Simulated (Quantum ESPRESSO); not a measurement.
## MnNi3: a ladder in cutoff, mesh and threshold together

Aim: see how far moments and order energies of MnNi3 move with cutoff, mesh and threshold together, and what each rung costs.

Calculated with Quantum ESPRESSO 7.5; PBEsol; plane waves with GBRV 1.5 PBEsol potentials, no spin-orbit coupling (settings of the first rung).

## (1) The starting structure

Symmetry: Pm-3m, No. 221, cubic system. Conventional cell: a = 3.593 Å, b = 3.593 Å, c = 3.593 Å, α = 90.00°, β = 90.00°, γ = 90.00°. Nearest to Mn lie 12 Ni at 2.54 Å. Ni has 4 Mn at 2.54 Å and 8 Ni at 2.54 Å nearest. Farther neighbours are not listed.

The cell comes from the Crystallography Open Database.

## (2) Rung 1, start ferro ++++

pw.in

```
&CONTROL
  calculation = 'scf'
  prefix = 'pwscf'
  outdir = './tmp'
  pseudo_dir = './pseudo'
  disk_io = 'nowf'
  tprnfor = .true.
  tstress = .true.
/
&SYSTEM
  ibrav = 0
  celldm(1) = 8
  nat = 4
  ntyp = 2
  ecutwfc = 22
  ecutrho = 154
  nbnd = 48
  occupations = 'smearing'
  smearing = 'fd'
  degauss = 0.00734986
  nspin = 2
  starting_magnetization(1) = 0.2333
  starting_magnetization(2) = 0.0556
/
&ELECTRONS
  conv_thr = 4d-06
  electron_maxstep = 150
  mixing_beta = 0.3
/
ATOMIC_SPECIES
Mn     54.9380 mn_pbesol_v1.5.uspp.F.UPF
Ni     58.6934 ni_pbesol_v1.4.uspp.F.UPF
CELL_PARAMETERS alat
   0.8487232457225    0.0000000000000    0.0000000000000
   0.0000000000000    0.8487232457225    0.0000000000000
   0.0000000000000    0.0000000000000    0.8487232457225
ATOMIC_POSITIONS crystal
Mn      0.0000000000    0.0000000000    0.0000000000
Ni      0.0000000000    0.5000000000    0.5000000000
Ni      0.5000000000    0.0000000000    0.5000000000
Ni      0.5000000000    0.5000000000    0.0000000000
K_POINTS automatic
4 4 4 0 0 0
```

Command:

```
$ OMP_NUM_THREADS=1 mpirun -n 2 pw.x -nk 2 -in pw.in > pw.out
```

Output:

```text
Program PWSCF v.7.5 starts

     Message from routine setup:
     using ibrav=0 with symmetry is DISCOURAGED, use correct ibrav instead

     K-points division:     npool     =       2
     Subspace diagonalization in iterative solution of the eigenvalue problem:

     bravais-lattice index     =            0
     lattice parameter (alat)  =       8.0000  a.u.
     unit-cell volume          =     313.0172 (a.u.)^3
     number of atoms/cell      =            4
     number of atomic types    =            2
     number of electrons       =        69.00
     number of Kohn-Sham states=           48
     kinetic-energy cutoff     =      22.0000  Ry
     charge density cutoff     =     154.0000  Ry
     scf convergence threshold =      4.0E-06
     mixing beta               =       0.3000
     number of iterations used =            8  plain     mixing
     Exchange-correlation= SLA  PW   PSX  PSC
                           (   1   4  10   8   0   0   0)

     celldm(1)=   8.000000  celldm(2)=   0.000000  celldm(3)=   0.000000
     celldm(4)=   0.000000  celldm(5)=   0.000000  celldm(6)=   0.000000

     crystal axes: (cart. coord. in units of alat)
               a(1) = (   0.848723   0.000000   0.000000 )
               a(2) = (   0.000000   0.848723   0.000000 )
               a(3) = (   0.000000   0.000000   0.848723 )

     reciprocal axes: (cart. coord. in units 2 pi/alat)
               b(1) = (  1.178240  0.000000  0.000000 )
               b(2) = (  0.000000  1.178240  0.000000 )
               b(3) = (  0.000000  0.000000  1.178240 )

     PseudoPot. # 1 for Mn read from file:
     mn_pbesol_v1.5.uspp.F.UPF
     Pseudo is Ultrasoft + core correction, Zval = 15.0

     PseudoPot. # 2 for Ni read from file:
     ni_pbesol_v1.4.uspp.F.UPF
     Pseudo is Ultrasoft + core correction, Zval = 18.0

     atomic species   valence    mass     pseudopotential
     Mn               15.00    54.93800     Mn( 1.00)
     Ni               18.00    58.69340     Ni( 1.00)

     Starting magnetic structure
     atomic species   magnetization
     Mn              0.233
     Ni              0.056

     48 Sym. Ops., with inversion, found

   Cartesian axes

     site n.     atom                  positions (alat units)
         1        Mn     tau(   1) = (   0.0000000   0.0000000   0.0000000  )
         2        Ni     tau(   2) = (   0.0000000   0.4243616   0.4243616  )
         3        Ni     tau(   3) = (   0.4243616   0.0000000   0.4243616  )
         4        Ni     tau(   4) = (   0.4243616   0.4243616   0.0000000  )

     number of k points=    10  Fermi-Dirac smearing, width (Ry)=  0.0073
                       cart. coord. in units 2pi/alat
        k(    1) = (   0.0000000   0.0000000   0.0000000), wk =   0.0156250
        k(    2) = (   0.0000000   0.0000000   0.2945601), wk =   0.0937500
        k(    3) = (   0.0000000   0.0000000  -0.5891202), wk =   0.0468750
        k(    4) = (   0.0000000   0.2945601   0.2945601), wk =   0.1875000
        k(    5) = (   0.0000000   0.2945601  -0.5891202), wk =   0.1875000
        [... 5 further k-points ...]

     Dense  grid:    10059 G-vectors     FFT dimensions: (  27,  27,  27)

     Smooth grid:     4385 G-vectors     FFT dimensions: (  24,  24,  24)

     Check: negative core charge=   -0.000130
     Generating pointlists ...
     new r_m :   0.2476 (alat units)  1.9805 (a.u.) for type    1
     new r_m :   0.2476 (alat units)  1.9805 (a.u.) for type    2

     Initial potential from superposition of free atoms

     starting charge      62.4999, renormalised to      69.0000
     Starting wfcs are   52 randomized atomic wfcs

     Self-consistent Calculation

     iteration #  1     ecut=    22.00 Ry     beta= 0.30
     Davidson diagonalization with overlap
     ethr =  1.00E-02,  avg # of iterations =  3.4

     total energy              =   -1211.39948234 Ry
     estimated scf accuracy    <     105.66213402 Ry

     total magnetization       =     1.76 Bohr mag/cell
     absolute magnetization    =     1.77 Bohr mag/cell

     iteration #  2     ecut=    22.00 Ry     beta= 0.30
     Davidson diagonalization with overlap
     ethr =  1.00E-02,  avg # of iterations =  3.0

     total energy              =   -1230.53410314 Ry
     estimated scf accuracy    <      33.63772221 Ry

     total magnetization       =     0.21 Bohr mag/cell
     absolute magnetization    =     0.26 Bohr mag/cell

     [... further iterations left out ...]

     iteration # 29     ecut=    22.00 Ry     beta= 0.30
     Davidson diagonalization with overlap
     ethr =  1.69E-08,  avg # of iterations =  1.2

     negative rho (up, down):  0.000E+00 3.430E-04

     total energy              =   -1234.05616277 Ry
     estimated scf accuracy    <       0.00000951 Ry

     total magnetization       =     4.42 Bohr mag/cell
     absolute magnetization    =     4.66 Bohr mag/cell

     iteration # 30     ecut=    22.00 Ry     beta= 0.30
     Davidson diagonalization with overlap
     ethr =  1.38E-08,  avg # of iterations =  1.0

     negative rho (up, down):  0.000E+00 3.443E-04

     Magnetic moment per site  (integrated on atomic sphere of radius R)
     atom   1 (R=0.248)  charge= 13.3458  magn=  3.1780
     atom   2 (R=0.248)  charge= 16.8222  magn=  0.3894
     atom   3 (R=0.248)  charge= 16.8222  magn=  0.3894
     atom   4 (R=0.248)  charge= 16.8222  magn=  0.3894

     End of self-consistent calculation

     [... lines left out ...]
     the Fermi energy is    16.8307 ev

!    total energy              =   -1234.05616409 Ry
     estimated scf accuracy    <       0.00000066 Ry
     smearing contrib. (-TS)   =      -0.01248115 Ry
     internal energy E=F+TS    =   -1234.04368294 Ry

     The total energy is F=E-TS. E is the sum of the following terms:
     one-electron contribution =    -668.98568373 Ry
     hartree contribution      =     371.03237621 Ry
     xc contribution           =    -130.12213886 Ry
     ewald contribution        =    -805.96823655 Ry

     total magnetization       =     4.42 Bohr mag/cell
     absolute magnetization    =     4.66 Bohr mag/cell

     convergence has been achieved in  30 iterations

     negative rho (up, down):  0.000E+00 3.443E-04

     Forces acting on atoms (cartesian axes, Ry/au):

     atom    1 type  1   force =     0.00000000    0.00000000    0.00000000
     atom    2 type  2   force =     0.00000000    0.00000000    0.00000000
     atom    3 type  2   force =     0.00000000    0.00000000    0.00000000
     atom    4 type  2   force =     0.00000000    0.00000000    0.00000000

     Total force =     0.000000     Total SCF correction =     0.000000

     Computing stress (Cartesian axis) and pressure

     negative rho (up, down):  0.000E+00 3.443E-04
          total   stress  (Ry/bohr**3)                   (kbar)     P=   -13474.74
  -0.09159943   0.00000000   0.00000000       -13474.74        0.00        0.00
   0.00000000  -0.09159943   0.00000000            0.00   -13474.74        0.00
   0.00000000   0.00000000  -0.09159943            0.00        0.00   -13474.74

=------------------------------------------------------------------------------=
   JOB DONE.
=------------------------------------------------------------------------------=
```

Elapsed: 13 s, on 2 MPI ranks of Intel Xeon 6975P-C (Granite Rapids), shared host; peak memory 0.16 GiB.

Spin moment in the atom's sphere by atom:

| atom | spin moment in the atom's sphere (μB) |
| --- | --- |
| Mn1 | 3.18 |
| Ni2 | 0.39 |
| Ni3 | 0.39 |
| Ni4 | 0.39 |

Numbers from this step:

* magnetization: 4.42 μB
* final state: ferromagnetic

## (3) Rung 1, start ferri ++--

Changes to pw.in since step 2:

```diff
@@ -13,6 +13,6 @@
   nat = 4
-  ntyp = 2
+  ntyp = 3
   ecutwfc = 22
   ecutrho = 154
-  nbnd = 48
+  nbnd = 46
   occupations = 'smearing'
@@ -23,2 +23,3 @@
   starting_magnetization(2) = 0.0556
+  starting_magnetization(3) = -0.0556
 /
@@ -31,3 +32,4 @@
 Mn     54.9380 mn_pbesol_v1.5.uspp.F.UPF
-Ni     58.6934 ni_pbesol_v1.4.uspp.F.UPF
+Ni1    58.6934 ni_pbesol_v1.4.uspp.F.UPF
+Ni2    58.6934 ni_pbesol_v1.4.uspp.F.UPF
 CELL_PARAMETERS alat
@@ -38,5 +40,5 @@
 Mn      0.0000000000    0.0000000000    0.0000000000
-Ni      0.0000000000    0.5000000000    0.5000000000
-Ni      0.5000000000    0.0000000000    0.5000000000
-Ni      0.5000000000    0.5000000000    0.0000000000
+Ni1     0.0000000000    0.5000000000    0.5000000000
+Ni2     0.5000000000    0.0000000000    0.5000000000
+Ni2     0.5000000000    0.5000000000    0.0000000000
 K_POINTS automatic
```

Output:

```text
     [... lines left out ...]
Program PWSCF v.7.5 starts
     [... lines left out ...]
     number of atoms/cell      =            4
     [... lines left out ...]
     number of electrons       =        69.00
     number of Kohn-Sham states=           46
     kinetic-energy cutoff     =      22.0000  Ry
     charge density cutoff     =     154.0000  Ry
     scf convergence threshold =      4.0E-06
     [... lines left out ...]
     16 Sym. Ops., with inversion, found
     [... lines left out ...]
     number of k points=    18  Fermi-Dirac smearing, width (Ry)=  0.0073
     [... lines left out ...]
     iteration # 26     ecut=    22.00 Ry     beta= 0.30
     [... lines left out ...]
     Magnetic moment per site  (integrated on atomic sphere of radius R)
     atom   1 (R=0.248)  charge= 13.3469  magn=  3.1791
     atom   2 (R=0.248)  charge= 16.8218  magn=  0.3915
     atom   3 (R=0.248)  charge= 16.8219  magn=  0.3918
     atom   4 (R=0.248)  charge= 16.8219  magn=  0.3918
     [... lines left out ...]
     the Fermi energy is    16.8306 ev
!    total energy              =   -1234.05616473 Ry
     estimated scf accuracy    <       0.00000017 Ry
     smearing contrib. (-TS)   =      -0.01245424 Ry
     [... lines left out ...]
     total magnetization       =     4.43 Bohr mag/cell
     absolute magnetization    =     4.66 Bohr mag/cell
     convergence has been achieved in  26 iterations
     [... lines left out ...]
     Total force =     0.000000     Total SCF correction =     0.000000
     [... lines left out ...]
          total   stress  (Ry/bohr**3)                   (kbar)     P=   -13479.14
     [... lines left out ...]
```

Elapsed: 24 s, on 2 MPI ranks; peak memory 0.17 GiB; 48 s of CPU time.

Spin moment in the atom's sphere by atom:

| atom | spin moment in the atom's sphere (μB) |
| --- | --- |
| Mn1 | 3.18 |
| Ni2 | 0.39 |
| Ni3 | 0.39 |
| Ni4 | 0.39 |

Numbers from this step:

```
magnetization : 4.428 μB
final state   : ferromagnetic
```

The typed signs were not kept.

## (4) Rung 2, start ferro ++++

pw.in

```
&CONTROL
  calculation = 'scf'
  prefix = 'pwscf'
  outdir = './tmp'
  pseudo_dir = './pseudo'
  disk_io = 'nowf'
  tprnfor = .true.
  tstress = .true.
/
&SYSTEM
  ibrav = 0
  celldm(1) = 8
  nat = 4
  ntyp = 2
  ecutwfc = 30
  ecutrho = 210
  nbnd = 48
  occupations = 'smearing'
  smearing = 'fd'
  degauss = 0.00734986
  nspin = 2
  starting_magnetization(1) = 0.2333
  starting_magnetization(2) = 0.0556
/
&ELECTRONS
  conv_thr = 4d-07
  electron_maxstep = 150
  mixing_beta = 0.3
/
ATOMIC_SPECIES
Mn     54.9380 mn_pbesol_v1.5.uspp.F.UPF
Ni     58.6934 ni_pbesol_v1.4.uspp.F.UPF
CELL_PARAMETERS alat
   0.8487232457225    0.0000000000000    0.0000000000000
   0.0000000000000    0.8487232457225    0.0000000000000
   0.0000000000000    0.0000000000000    0.8487232457225
ATOMIC_POSITIONS crystal
Mn      0.0000000000    0.0000000000    0.0000000000
Ni      0.0000000000    0.5000000000    0.5000000000
Ni      0.5000000000    0.0000000000    0.5000000000
Ni      0.5000000000    0.5000000000    0.0000000000
K_POINTS automatic
6 6 6 0 0 0
```

Output:

```text
     [... lines left out ...]
Program PWSCF v.7.5 starts
     [... lines left out ...]
     number of atoms/cell      =            4
     [... lines left out ...]
     number of electrons       =        69.00
     number of Kohn-Sham states=           48
     kinetic-energy cutoff     =      30.0000  Ry
     charge density cutoff     =     210.0000  Ry
     scf convergence threshold =      4.0E-07
     [... lines left out ...]
     48 Sym. Ops., with inversion, found
     [... lines left out ...]
     number of k points=    20  Fermi-Dirac smearing, width (Ry)=  0.0073
     [... lines left out ...]
     iteration # 20     ecut=    30.00 Ry     beta= 0.30
     [... lines left out ...]
     Magnetic moment per site  (integrated on atomic sphere of radius R)
     atom   1 (R=0.248)  charge= 13.3383  magn=  3.2226
     atom   2 (R=0.248)  charge= 16.8048  magn=  0.5231
     atom   3 (R=0.248)  charge= 16.8048  magn=  0.5231
     atom   4 (R=0.248)  charge= 16.8048  magn=  0.5231
     [... lines left out ...]
     the Fermi energy is    16.7563 ev
!    total energy              =   -1239.85436035 Ry
     estimated scf accuracy    <       0.00000005 Ry
     smearing contrib. (-TS)   =      -0.01143760 Ry
     [... lines left out ...]
     total magnetization       =     4.79 Bohr mag/cell
     absolute magnetization    =     5.17 Bohr mag/cell
     convergence has been achieved in  20 iterations
     [... lines left out ...]
     Total force =     0.000000     Total SCF correction =     0.000000
     [... lines left out ...]
          total   stress  (Ry/bohr**3)                   (kbar)     P=    -1770.32
     [... lines left out ...]
```

Run time: 24 s. Hardware: 2 MPI ranks; peak memory 0.2 GiB; 47 s of CPU time.

Read from the output:

| Quantity | Value |
| --- | --- |
| magnetization | 4.786 μB |
| final state | ferromagnetic |
| largest moment | 3.223 μB |

## (5) Rung 2, start ferri ++--

Changes to pw.in since step 4:

```diff
@@ -13,6 +13,6 @@
   nat = 4
-  ntyp = 2
+  ntyp = 3
   ecutwfc = 30
   ecutrho = 210
-  nbnd = 48
+  nbnd = 46
   occupations = 'smearing'
@@ -23,2 +23,3 @@
   starting_magnetization(2) = 0.0556
+  starting_magnetization(3) = -0.0556
 /
@@ -31,3 +32,4 @@
 Mn     54.9380 mn_pbesol_v1.5.uspp.F.UPF
-Ni     58.6934 ni_pbesol_v1.4.uspp.F.UPF
+Ni1    58.6934 ni_pbesol_v1.4.uspp.F.UPF
+Ni2    58.6934 ni_pbesol_v1.4.uspp.F.UPF
 CELL_PARAMETERS alat
@@ -38,5 +40,5 @@
 Mn      0.0000000000    0.0000000000    0.0000000000
-Ni      0.0000000000    0.5000000000    0.5000000000
-Ni      0.5000000000    0.0000000000    0.5000000000
-Ni      0.5000000000    0.5000000000    0.0000000000
+Ni1     0.0000000000    0.5000000000    0.5000000000
+Ni2     0.5000000000    0.0000000000    0.5000000000
+Ni2     0.5000000000    0.5000000000    0.0000000000
 K_POINTS automatic
```

Output:

```text
     [... lines left out ...]
Program PWSCF v.7.5 starts
     [... lines left out ...]
     number of atoms/cell      =            4
     [... lines left out ...]
     number of electrons       =        69.00
     number of Kohn-Sham states=           46
     kinetic-energy cutoff     =      30.0000  Ry
     charge density cutoff     =     210.0000  Ry
     scf convergence threshold =      4.0E-07
     [... lines left out ...]
     16 Sym. Ops., with inversion, found
     [... lines left out ...]
     number of k points=    40  Fermi-Dirac smearing, width (Ry)=  0.0073
     [... lines left out ...]
     iteration # 23     ecut=    30.00 Ry     beta= 0.30
     [... lines left out ...]
     Magnetic moment per site  (integrated on atomic sphere of radius R)
     atom   1 (R=0.248)  charge= 13.3377  magn=  3.2228
     atom   2 (R=0.248)  charge= 16.8048  magn=  0.5223
     atom   3 (R=0.248)  charge= 16.8052  magn=  0.5219
     atom   4 (R=0.248)  charge= 16.8052  magn=  0.5219
     [... lines left out ...]
     the Fermi energy is    16.7562 ev
!    total energy              =   -1239.85436018 Ry
     estimated scf accuracy    <       0.00000022 Ry
     smearing contrib. (-TS)   =      -0.01144783 Ry
     [... lines left out ...]
     total magnetization       =     4.78 Bohr mag/cell
     absolute magnetization    =     5.17 Bohr mag/cell
     convergence has been achieved in  23 iterations
     [... lines left out ...]
     Total force =     0.000000     Total SCF correction =     0.000000
     [... lines left out ...]
          total   stress  (Ry/bohr**3)                   (kbar)     P=    -1766.55
     [... lines left out ...]
```

Wall time 53 s (2 MPI ranks); peak memory 0.23 GiB.

Read from the output:

```yaml
magnetization: 4.783 μB
final_state: ferromagnetic
largest_moment: 3.223 μB
```

The typed signs were not kept.

## (6) Rung 3, start ferro ++++

pw.in

```
&CONTROL
  calculation = 'scf'
  prefix = 'pwscf'
  outdir = './tmp'
  pseudo_dir = './pseudo'
  disk_io = 'nowf'
  tprnfor = .true.
  tstress = .true.
/
&SYSTEM
  ibrav = 0
  celldm(1) = 8
  nat = 4
  ntyp = 2
  ecutwfc = 40
  ecutrho = 280
  nbnd = 48
  occupations = 'smearing'
  smearing = 'fd'
  degauss = 0.00734986
  nspin = 2
  starting_magnetization(1) = 0.2333
  starting_magnetization(2) = 0.0556
/
&ELECTRONS
  conv_thr = 8d-09
  electron_maxstep = 150
  mixing_beta = 0.3
/
ATOMIC_SPECIES
Mn     54.9380 mn_pbesol_v1.5.uspp.F.UPF
Ni     58.6934 ni_pbesol_v1.4.uspp.F.UPF
CELL_PARAMETERS alat
   0.8487232457225    0.0000000000000    0.0000000000000
   0.0000000000000    0.8487232457225    0.0000000000000
   0.0000000000000    0.0000000000000    0.8487232457225
ATOMIC_POSITIONS crystal
Mn      0.0000000000    0.0000000000    0.0000000000
Ni      0.0000000000    0.5000000000    0.5000000000
Ni      0.5000000000    0.0000000000    0.5000000000
Ni      0.5000000000    0.5000000000    0.0000000000
K_POINTS automatic
8 8 8 0 0 0
```

Output:

```text
     [... lines left out ...]
Program PWSCF v.7.5 starts
     [... lines left out ...]
     number of atoms/cell      =            4
     [... lines left out ...]
     number of electrons       =        69.00
     number of Kohn-Sham states=           48
     kinetic-energy cutoff     =      40.0000  Ry
     charge density cutoff     =     280.0000  Ry
     scf convergence threshold =      8.0E-09
     [... lines left out ...]
     48 Sym. Ops., with inversion, found
     [... lines left out ...]
     number of k points=    35  Fermi-Dirac smearing, width (Ry)=  0.0073
     [... lines left out ...]
     iteration # 20     ecut=    40.00 Ry     beta= 0.30
     [... lines left out ...]
     Magnetic moment per site  (integrated on atomic sphere of radius R)
     atom   1 (R=0.248)  charge= 13.3422  magn=  3.1971
     atom   2 (R=0.248)  charge= 16.8038  magn=  0.5608
     atom   3 (R=0.248)  charge= 16.8038  magn=  0.5608
     atom   4 (R=0.248)  charge= 16.8038  magn=  0.5608
     [... lines left out ...]
     the Fermi energy is    16.8203 ev
!    total energy              =   -1240.35552630 Ry
     estimated scf accuracy    <          6.3E-09 Ry
     smearing contrib. (-TS)   =      -0.01060839 Ry
     [... lines left out ...]
     total magnetization       =     4.86 Bohr mag/cell
     absolute magnetization    =     5.25 Bohr mag/cell
     convergence has been achieved in  20 iterations
     [... lines left out ...]
     Total force =     0.000000     Total SCF correction =     0.000000
     [... lines left out ...]
          total   stress  (Ry/bohr**3)                   (kbar)     P=     -175.52
     [... lines left out ...]
```

Elapsed: 67 s, on 2 MPI ranks; peak memory 0.28 GiB.

Read from the output:

| Property | Result |
| --- | --- |
| magnetization | 4.863 μB |
| final state | ferromagnetic |
| largest moment | 3.197 μB |

(Part 1 of 2 ends here.)

[Logs and program files are shortened in this print: banners, set-up blocks, solver, clock and traceback lines can be left out without a mark of their own.]

[Logs are printed without paths, hosts, clocks, repeated set-up lines and the standing remarks that a program may print on its own settings, such as how far it seeks lower states.]

[Hosts, paths, dates, database ids (printed as entryN), source tags and the programs' standing remarks are cut or masked in the printed files.]

[Where a cell is said to come from a database of computed structures, the database is the Materials Project.]
